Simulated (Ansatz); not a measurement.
**F on Ir(111): change of the work function**

Aim: the work function of Ir(111) at several coverages of F (fcc site), and the dipole that each adsorbate carries.

Main program and level: Ansatz 0.2.0; plane-wave DFT, PBE, Ansatz PAW.

## (1) Set-up

The cell holds 4 atoms: 4 Ir. Its edges and angles: a = 2.715 Å, b = 2.715 Å, c = 24.651 Å, α = 90.0°, β = 90.0°, γ = 60.0°. Vacuum lies along c.

## (2) The clean slab

The bare slab comes first, as the zero from which every change is counted. The two lowest layers are held at bulk places and the upper ones relax. The dipole correction removes the false field that a one-sided slab makes across the periodic vacuum, so each face gets a flat vacuum level of its own.

Contents of input.yaml:

```yaml
crystal:
  lattice:
    - [2.7152900398, 0.0, 0.0]
    - [1.3576450199, 2.3515101531, 0.0]
    - [0.0, 0.0, 24.6510751011]
  atoms:
    - { symbol: Ir, position: [0.0, 0.0, 0.3650956383] }
    - { symbol: Ir, position: [0.3333333333, 0.3333333333, 0.4550318794] }
    - { symbol: Ir, position: [0.6666666667, 0.6666666667, 0.5449681206] }
    - { symbol: Ir, position: [0.0, 0.0, 0.6349043617] }
kpoints:
  mp_grid: { grid: [12, 12, 1] }
hamiltonian:
  xc: pbe
scf:
  occupations: { method: fermi_dirac, width: 0.1 }
  convergence: { dr2_threshold: 1.0e-08 }
efield:
  axis: 3
  dipole_correction: true
  ramp_position: 0.97
  ramp_width: 0.06
relax:
  f_tol: 0.02
  max_steps: 60
  constraints: [{ sites: [0, 1] }]
output:
  write_potential: true
  write_density: true
  volumetric_format: npy
```

Command:

```bash
$ ansatz run input.yaml --threads 4 --pin off --max-ram 6144MiB --backend cpu --events-out ev --progress --plain --runs-dir out
```

Numbers of over 12 decimals in the logs are rounded to 6 here.

The program printed:

```text
Engine: ansatz 0.2.0, x86_64-unknown-linux-gnu
Pseudopotentials: kind: paw
Pseudopotential: Ir, paw, valence charge 17, recommended cutoff 420 eV (normal), Ir.paw.azcp
Functional definition: PBE
  parameter kappa = 0.804
  parameter beta = 0.066725
  exchange = pbe_x(kappa = kappa, mu = beta*pi^2/3)
  correlation = pbe_c(beta = beta)
Crystal: 4 atoms, lattice volume = 157.398 Å³
Basis set: ecut = 420 eV, 3101 PW (Γ), exchange–correlation on 40×40×360 points (8 copies of the dense FFT grid, shifted against one another)
Bands: 41, of which v1, the nominal top of the filled ones, is band 34 counted from 1 (33 counted from 0)
Symmetry: 6 space group operations
k-points: 19 of 144 (time reversal used)
Non-local potential: Ir, projectors of the file, l = 0: 3, l = 1: 2, l = 2: 2, l = 3: 1
PAW form: soft (Blöchl's): semilocal exchange-correlation on the pseudo side does not see the compensation charge
PAW one-centre angular grid: Ir, 590 points (default); XC on 64 Gauss nodes
Initial density: superposition of atomic densities (neutral atoms: chi_scale 0, normalization atom), corrected by the library's trained network
Initial wavefunctions: pseudopotential atomic-orbital guess
Functional: x = pbe(κ = 0.804, μ = 0.219515), c = pbe(β = 0.066725)
SCF iter   1: F=—  HF=-47739.534662 eV  |F-HF|=—  |Δ(HF+E_count)|=         —  Δρ=6.19e-3  dr2=3.30e-1  ethr=1.77e-3  p=0.000 e·Å  D=2.60e-13 V/Å  ΔV_dip=-0.00 eV  dr2_dipole=3.63e-7  V_vac-E_F(+/−)=5.19/5.19 eV  ⟨swp⟩=7.8  Hψ=3557  notcnv=0  defer=2
efield: sawtooth ramp at fractional position 0.9700 (set: `efield.ramp_position`, or a place that a band, a saddle search or an elastic batch's reference lends), width 0.0600; the density the first Hamiltonian is built on has a dipole p = 0.000 e·Å; the dipole correction subtracts the counter field D = 2.60e-13 V/Å, which shifts the + side's vacuum level by -0.00 eV against the − side's; the planar-averaged density in the ramp window peaks in size at 1.1e-5 e/Å³
preconditioner: auto → LDOS  [metal: Δε(μ)=0.097 eV  Ē_g=6.266 eV  σ=0.100 eV  W_gap=0.23  n_scr=18 (ndim 8)  ℏωp=17.8 eV  f_vac=0.579  D(μ)=3.93/eV (n_scr^D=16)  β→1.0]
SCF iter   2: F=—  HF=-47739.532900 eV  |F-HF|=—  |Δ(HF+E_count)|=   1.76e-3  Δρ=2.42e-3  dr2=2.91e-2  ethr=4.85e-4  p=-0.000 e·Å  D=-4.09e-5 V/Å  ΔV_dip=0.00 eV  dr2_dipole=6.09e-7  V_vac-E_F(+/−)=5.47/5.47 eV  ⟨swp⟩=1.8  Hψ=981  notcnv=0  defer=3
SCF iter   3: F=—  HF=-47739.530408 eV  |F-HF|=—  |Δ(HF+E_count)|=   2.49e-3  Δρ=5.42e-4  dr2=4.60e-4  ethr=4.28e-5  p=-0.000 e·Å  D=-3.22e-6 V/Å  ΔV_dip=0.00 eV  dr2_dipole=1.63e-8  V_vac-E_F(+/−)=5.48/5.48 eV  ⟨swp⟩=1.8  Hψ=1050  notcnv=0  defer=3
SCF iter   4: F=—  HF=-47739.530405 eV  |F-HF|=—  |Δ(HF+E_count)|=   3.47e-6  Δρ=1.07e-4  dr2=1.71e-5  ethr=6.77e-7  p=-0.000 e·Å  D=-2.53e-6 V/Å  ΔV_dip=0.00 eV  dr2_dipole=6.07e-10  V_vac-E_F(+/−)=5.49/5.48 eV  ⟨swp⟩=2.5  Hψ=1492  notcnv=0  defer=3
SCF iter   5: F=—  HF=-47739.530409 eV  |F-HF|=—  |Δ(HF+E_count)|=   4.46e-6  Δρ=3.97e-5  dr2=2.39e-6  ethr=2.51e-8  p=-0.000 e·Å  D=-6.56e-7 V/Å  ΔV_dip=0.00 eV  dr2_dipole=1.79e-10  V_vac-E_F(+/−)=5.49/5.49 eV  ⟨swp⟩=3.4  Hψ=1846  notcnv=0  defer=3
SCF iter   6: F=—  HF=-47739.530404 eV  |F-HF|=—  |Δ(HF+E_count)|=   5.11e-6  Δρ=1.68e-5  dr2=6.20e-7  ethr=3.51e-9  p=-0.000 e·Å  D=-9.97e-7 V/Å  ΔV_dip=0.00 eV  dr2_dipole=7.97e-11  V_vac-E_F(+/−)=5.49/5.49 eV  ⟨swp⟩=2.4  Hψ=1294  notcnv=0  defer=3
SCF iter   7: F=—  HF=-47739.530405 eV  |F-HF|=—  |Δ(HF+E_count)|=   3.14e-7  Δρ=3.99e-6  dr2=5.24e-8  ethr=9.12e-10  p=-0.000 e·Å  D=-2.22e-7 V/Å  ΔV_dip=0.00 eV  dr2_dipole=1.25e-12  V_vac-E_F(+/−)=5.49/5.49 eV  ⟨swp⟩=2.8  Hψ=1527  notcnv=0  defer=3
SCF iter   8: F=-47739.530405 eV  HF=-47739.530405 eV  |F-HF|=7.64e-9  |Δ(HF+E_count)|=   1.78e-8  Δρ=1.09e-6  dr2=3.19e-9  ethr=1.47e-11  p=-0.000 e·Å  D=-3.81e-8 V/Å  ΔV_dip=0.00 eV  dr2_dipole=9.23e-15  V_vac-E_F(+/−)=5.49/5.49 eV  ⟨swp⟩=11.1  Hψ=5991  notcnv=0
SCF 1 converged in 8 iterations: F = -47739.530405 eV  dr2 = 3.19e-9
  greatest PAW one-centre occupation: 1.000 electrons in one spin orbital (limit 2), on the Ir atom at site 1 (counted from 0), in its partial waves of l = 0
relax step   1: F+E_penalty+E_count = -47739.53040454 eV  Δ(F+E_penalty+E_count) = +0.000e0 eV  max|allowed force component| = 1.352e-1 eV/Å  Δτ_max = 0.0000 Å  (8 SCF iters, accepted)
Initial density: handed on by an earlier stage of this run
Initial wavefunctions: those handed on with the density
iter 1 solved again at ethr=1.27e-4 eV; its pass at ethr=3.10e-3 eV (dr2=8.61e-2 eV) is discarded
SCF iter   1: F=—  HF=-47739.531029 eV  |F-HF|=—  |Δ(HF+E_count)|=         —  Δρ=2.46e-3  dr2=7.87e-2  ethr=1.27e-4  p=-0.000 e·Å  D=-3.37e-7 V/Å  ΔV_dip=0.00 eV  dr2_dipole=3.17e-2  V_vac-E_F(+/−)=5.48/5.48 eV  ⟨swp⟩=1.9  Hψ=2300  notcnv=0  defer=5
efield: sawtooth ramp at fractional position 0.9700 (set: `efield.ramp_position`, or a place that a band, a saddle search or an elastic batch's reference lends), width 0.0600; the density the first Hamiltonian is built on has a dipole p = -0.000 e·Å; the dipole correction subtracts the counter field D = -3.37e-7 V/Å, which shifts the + side's vacuum level by +0.00 eV against the − side's; the planar-averaged density in the ramp window peaks in size at 2.8e-6 e/Å³
preconditioner: auto → LDOS  [metal: Δε(μ)=0.080 eV  Ē_g=6.312 eV  σ=0.100 eV  W_gap=0.19  n_scr=18 (ndim 8)  ℏωp=17.8 eV  f_vac=0.582  D(μ)=3.84/eV (n_scr^D=16)  β→1.0]
SCF iter   2: F=—  HF=-47739.530294 eV  |F-HF|=—  |Δ(HF+E_count)|=   7.34e-4  Δρ=1.06e-3  dr2=4.86e-3  ethr=1.16e-4  p=0.002 e·Å  D=2.34e-3 V/Å  ΔV_dip=-0.06 eV  dr2_dipole=1.15e-3  V_vac-E_F(+/−)=5.44/5.50 eV  ⟨swp⟩=2.0  Hψ=965  notcnv=0  defer=5
SCF iter   3: F=—  HF=-47739.529493 eV  |F-HF|=—  |Δ(HF+E_count)|=   8.01e-4  Δρ=4.91e-4  dr2=1.58e-3  ethr=7.15e-6  p=0.000 e·Å  D=5.10e-4 V/Å  ΔV_dip=-0.01 eV  dr2_dipole=1.15e-5  V_vac-E_F(+/−)=5.48/5.49 eV  ⟨swp⟩=3.0  Hψ=1497  notcnv=0  defer=5
SCF iter   4: F=—  HF=-47739.529185 eV  |F-HF|=—  |Δ(HF+E_count)|=   3.08e-4  Δρ=7.80e-5  dr2=1.08e-5  ethr=2.32e-6  p=0.001 e·Å  D=9.35e-4 V/Å  ΔV_dip=-0.02 eV  dr2_dipole=1.05e-6  V_vac-E_F(+/−)=5.47/5.49 eV  ⟨swp⟩=2.2  Hψ=1153  notcnv=0  defer=5
SCF iter   5: F=—  HF=-47739.529181 eV  |F-HF|=—  |Δ(HF+E_count)|=   4.36e-6  Δρ=3.71e-5  dr2=3.99e-6  ethr=1.59e-8  p=0.001 e·Å  D=8.37e-4 V/Å  ΔV_dip=-0.02 eV  dr2_dipole=1.42e-8  V_vac-E_F(+/−)=5.47/5.50 eV  ⟨swp⟩=2.9  Hψ=1583  notcnv=0  defer=5
SCF iter   6: F=—  HF=-47739.529168 eV  |F-HF|=—  |Δ(HF+E_count)|=   1.25e-5  Δρ=9.87e-6  dr2=2.11e-7  ethr=5.87e-9  p=0.001 e·Å  D=7.52e-4 V/Å  ΔV_dip=-0.02 eV  dr2_dipole=5.91e-9  V_vac-E_F(+/−)=5.48/5.49 eV  ⟨swp⟩=2.2  Hψ=1200  notcnv=0  defer=5
SCF iter   7: F=—  HF=-47739.529168 eV  |F-HF|=—  |Δ(HF+E_count)|=   2.29e-7  Δρ=4.00e-6  dr2=3.19e-8  ethr=3.11e-10  p=0.001 e·Å  D=7.22e-4 V/Å  ΔV_dip=-0.02 eV  dr2_dipole=6.67e-9  V_vac-E_F(+/−)=5.48/5.49 eV  ⟨swp⟩=3.1  Hψ=1431  notcnv=0  defer=5
SCF iter   8: F=-47739.529169 eV  HF=-47739.529169 eV  |F-HF|=8.46e-9  |Δ(HF+E_count)|=   8.40e-8  Δρ=1.08e-6  dr2=2.72e-9  ethr=1.47e-11  p=0.001 e·Å  D=7.05e-4 V/Å  ΔV_dip=-0.02 eV  dr2_dipole=3.09e-10  V_vac-E_F(+/−)=5.48/5.49 eV  ⟨swp⟩=11.2  Hψ=5985  notcnv=0
SCF 2 converged in 8 iterations: F = -47739.529169 eV  dr2 = 2.72e-9
  greatest PAW one-centre occupation: 1.000 electrons in one spin orbital (limit 2), on the Ir atom at site 2 (counted from 0), in its partial waves of l = 0
relax step   2: F+E_penalty+E_count = -47739.52916854 eV  Δ(F+E_penalty+E_count) = +1.236e-3 eV  max|allowed force component| = 2.063e-1 eV/Å  Δτ_max = 0.0402 Å  (8 SCF iters, rejected (line search))
SCF iter   1: F=—  HF=-47739.532182 eV  |F-HF|=—  |Δ(HF+E_count)|=         —  Δρ=1.53e-3  dr2=2.86e-2  ethr=4.36e-4  p=0.001 e·Å  D=7.05e-4 V/Å  ΔV_dip=-0.02 eV  dr2_dipole=1.13e-2  V_vac-E_F(+/−)=5.48/5.50 eV  ⟨swp⟩=2.7  Hψ=1390  notcnv=0  defer=5
efield: sawtooth ramp at fractional position 0.9700 (set: `efield.ramp_position`, or a place that a band, a saddle search or an elastic batch's reference lends), width 0.0600; the density the first Hamiltonian is built on has a dipole p = 0.001 e·Å; the dipole correction subtracts the counter field D = 7.05e-4 V/Å, which shifts the + side's vacuum level by -0.02 eV against the − side's; the planar-averaged density in the ramp window peaks in size at 2.3e-6 e/Å³
preconditioner: auto → LDOS  [metal: Δε(μ)=0.082 eV  Ē_g=6.284 eV  σ=0.100 eV  W_gap=0.20  n_scr=18 (ndim 8)  ℏωp=17.8 eV  f_vac=0.581  D(μ)=3.88/eV (n_scr^D=16)  β→1.0]
SCF iter   2: F=—  HF=-47739.531729 eV  |F-HF|=—  |Δ(HF+E_count)|=   4.53e-4  Δρ=6.52e-4  dr2=1.43e-3  ethr=4.20e-5  p=-0.000 e·Å  D=-4.32e-4 V/Å  ΔV_dip=0.01 eV  dr2_dipole=2.25e-4  V_vac-E_F(+/−)=5.50/5.49 eV  ⟨swp⟩=2.1  Hψ=1154  notcnv=0  defer=5
SCF iter   3: F=—  HF=-47739.531483 eV  |F-HF|=—  |Δ(HF+E_count)|=   2.46e-4  Δρ=3.15e-4  dr2=6.21e-4  ethr=2.10e-6  p=0.000 e·Å  D=4.60e-4 V/Å  ΔV_dip=-0.01 eV  dr2_dipole=3.41e-6  V_vac-E_F(+/−)=5.48/5.49 eV  ⟨swp⟩=2.9  Hψ=1511  notcnv=0  defer=5
SCF iter   4: F=—  HF=-47739.531357 eV  |F-HF|=—  |Δ(HF+E_count)|=   1.26e-4  Δρ=4.39e-5  dr2=3.31e-6  ethr=9.13e-7  p=0.000 e·Å  D=1.92e-4 V/Å  ΔV_dip=-0.00 eV  dr2_dipole=7.78e-8  V_vac-E_F(+/−)=5.49/5.49 eV  ⟨swp⟩=2.1  Hψ=1153  notcnv=0  defer=5
SCF iter   5: F=—  HF=-47739.531341 eV  |F-HF|=—  |Δ(HF+E_count)|=   1.61e-5  Δρ=2.02e-5  dr2=1.03e-6  ethr=4.87e-9  p=0.000 e·Å  D=2.40e-4 V/Å  ΔV_dip=-0.01 eV  dr2_dipole=6.17e-9  V_vac-E_F(+/−)=5.49/5.49 eV  ⟨swp⟩=3.1  Hψ=1636  notcnv=0  defer=5
SCF iter   6: F=—  HF=-47739.531341 eV  |F-HF|=—  |Δ(HF+E_count)|=   3.79e-7  Δρ=8.02e-6  dr2=1.31e-7  ethr=1.52e-9  p=0.000 e·Å  D=2.78e-4 V/Å  ΔV_dip=-0.01 eV  dr2_dipole=2.75e-9  V_vac-E_F(+/−)=5.49/5.49 eV  ⟨swp⟩=2.2  Hψ=1171  notcnv=0  defer=5
SCF iter   7: F=—  HF=-47739.531342 eV  |F-HF|=—  |Δ(HF+E_count)|=   1.54e-7  Δρ=2.33e-6  dr2=1.12e-8  ethr=1.92e-10  p=0.000 e·Å  D=2.91e-4 V/Å  ΔV_dip=-0.01 eV  dr2_dipole=3.51e-9  V_vac-E_F(+/−)=5.49/5.49 eV  ⟨swp⟩=2.3  Hψ=1199  notcnv=0  defer=5
SCF iter   8: F=-47739.531342 eV  HF=-47739.531342 eV  |F-HF|=4.80e-9  |Δ(HF+E_count)|=   3.00e-8  Δρ=5.88e-7  dr2=7.04e-10  ethr=1.47e-11  p=0.000 e·Å  D=2.99e-4 V/Å  ΔV_dip=-0.01 eV  dr2_dipole=3.52e-11  V_vac-E_F(+/−)=5.49/5.49 eV  ⟨swp⟩=10.5  Hψ=5642  notcnv=0
SCF 3 converged in 8 iterations: F = -47739.531342 eV  dr2 = 7.04e-10
relax step   3: F+E_penalty+E_count = -47739.53134163 eV  Δ(F+E_penalty+E_count) = -9.371e-4 eV  max|allowed force component| = 2.789e-3 eV/Å  Δτ_max = 0.0158 Å  (8 SCF iters, accepted)
NSCF: frozen V_eff on 19 k-points
the band table was solved once a step of the walk had ended and its energy, with any forces and stress, was formed, with the checks that follow a solve (3881 applications of the Hamiltonian). They found nothing against the state; the energy, forces and stress were not computed again (output.eigenvalues in the input reference)
WARN: The output density's exchange-correlation potential varies sharply where the density is thin. Do not read a vacuum level from v_tot or v_xc, or from such a field of the output density. On a cell that repeats whose density bears no net charge and no dipole along the vacuum's axis use v_es (v_loc + v_h of the components); under efield.dipole_correction with no amplitude use v_es + v_field, which holds any externa [...]
SCF converged after 8 iterations
Free energy (F): -47739.531342 eV
Harris-Foulkes:  -47739.531342 eV  (|F-HF|=4.80e-9)
Internal energy: -47739.398849 eV  (E = F + TS)
E sigma→0 (E₀):  -47739.465095 eV
Entropy (-TS):   -0.132493 eV (-33.123 meV/atom)
Fermi energy:    5.735751 eV
Dipole field:    D = 0.000308 V/Å  (p = 0.000268 e·Å, saw-weighted, corrected)
Work function:   Φ+ = 5.4864 eV   Φ− = 5.4940 eV
Levels:          The Fermi level and band energies are counted from a zero that moves with the ramp; work functions are not
--- Per-component energies (eV) ---
  E_band       = -1671.576540
  E_kinetic    = 2486.113091
  E_local      = -117421.112783  (includes V_loc(G=0)·N_el)
  E_nonlocal   = 291.629511
  E_hartree    = 57547.560044
  E_xc         = -1068.589999
  E_vxc        = -1195.849487  (∫ρ·V_xc dr)
  E_paw        = -36893.549535  (= ΣΔE_a)
  E_vpaw       = -927.471881  (= ΣTr[D̂ρ^β])
  E_aug_tail   = 0.000219  (compensation charges beyond the density's cutoff)
  E_efield     = 0.000000  (sawtooth field / dipole correction)
  E_vefield    = 0.000096  (∫n·V_field dr)
  E_ewald      = 47318.550604
  E_smearing   = -0.132493  (= −TS)
  E_closure    = -0.000000  (closes the sum)
  Σ components = -47739.531342   (vs F -47739.531342, Δ=0.00e0)
--- Forces (eV/Å), atoms counted from 1 ---
  atom   1  Ir     0.00000000    -0.00000000     0.12831676
  atom   2  Ir     0.00000000    -0.00000000    -0.13090787
  atom   3  Ir     0.00000000     0.00000000    -0.00020095
  atom   4  Ir     0.00000000     0.00000000     0.00278891
  max |Σ_I F_I| component: 3.15e-6 eV/Å
--- Band table (eV; the first three rows and the last of 19) ---
  k-point 0: bands = [... 30 lower, 2.8245, 4.5654, 4.5654, 4.9154, 4.9154, 5.0203, 5.8533, 5.8533, ... 3 higher]
  k-point 1: bands = [... 30 lower, 3.0292, 4.3234, 4.3914, 4.3950, 4.8764, 4.9658, 5.3069, 5.8533, ... 3 higher]
  k-point 2: bands = [... 30 lower, 3.6025, 3.6292, 3.8672, 4.2957, 4.5009, 4.9807, 5.8191, 5.8473, ... 3 higher]
  k-point 18: bands = [... 30 lower, 4.4076, 4.4245, 5.5716, 6.0441, 6.1830, 6.1849, 11.3203, 11.4245, ... 3 higher]
--- Relaxed structure (3 steps of the walk, 2 accepted, 0 SCFs on fresh bases) ---
  F+E_penalty+E_count = -47739.53134163 eV   max|allowed force component| = 2.789e-3 eV/Å
  atoms:
    - { symbol: Ir, position: [0.0, 0.0, 0.365096] }
    - { symbol: Ir, position: [0.333333, 0.333333, 0.4550318794] }
    - { symbol: Ir, position: [0.666667, 0.666667, 0.544863] }
    - { symbol: Ir, position: [-7.456009803012658e-19, 0, 0.634264] }
```

Wall time 5.3 s (4 threads of Intel Xeon 6975P-C (Granite Rapids), shared host); peak memory 0.55 GiB; 17 s of CPU time.

Step by step:

```tsv
step	energy less that of the first step (eV)	largest force component (eV/Å)
1	0.0000	0.1352
2	0.0012	0.2063
3	-0.0009	0.0028
```

Relaxation step 2 was tried and not accepted.

The run keeps the 6 symmetry operations that it works with, so distortions that break them were not tested.

The atoms that moved most (Å):

```tsv
atom	dx	dy	dz	length
Ir4	0.000	0.000	-0.016	0.016
```

Final coordinates:

```xyz
4
Lattice="2.7153 0.0000 0.0000 1.3576 2.3515 0.0000 0.0000 0.0000 24.6511" Properties=species:S:1:pos:R:3
Ir    0.0000    0.0000    9.0000
Ir    1.3576    0.7838   11.2170
Ir    2.7153    1.5677   13.4315
Ir    0.0000    0.0000   15.6353
```

Numbers from this step:

| Item | Value |
| --- | --- |
| energy at zero smearing | -47739.4651 eV |
| work function, upper face | 5.486 eV |
| dipole along the normal | 2.68e-4 e·Å |

Running mean over 2.217 Å of the planar mean; the ramp of the sawtooth is left out. Table of electron's electrostatic potential energy less the Fermi level by z:

z (Å), electron's electrostatic potential energy less the Fermi level (eV) and a bar from the least value:
```
        4        5.5 ##############################
        5        5.5 ##############################
        6        5.4 ##############################
        7        4.3 ############################
        8       -5.5 #############
        9      -12.7 #
       10      -13.3 
       11      -13.5 
       12      -13.6 
       13      -13.6 
       14      -13.6 
       15      -13.3 
       16      -11.7 ###
       17       -0.8 ####################
       18        5.0 #############################
       19        5.5 ##############################
       20        5.5 ##############################
       21        5.5 ##############################
```

The relaxation took 3 steps and lowered the energy by 9.4e-4 eV; the largest force on the free atoms ends at 0.0028 eV/Å.

The work function of the upper face is 5.49 eV.

[end of part 1 of 3]

[Logs are printed without paths, hosts, clocks, repeated set-up lines and the standing remarks that a program may print on its own settings, such as how far it seeks lower states.]

[Hosts, paths, dates, database ids (printed as entryN), source tags and the programs' standing remarks are cut or masked in the printed files.]

[Maps of the electrostatic potential energy from Ansatz leave out the sawtooth potential of an applied field or a dipole correction, so their vacuum need not be flat; planar profiles and work functions include it.]
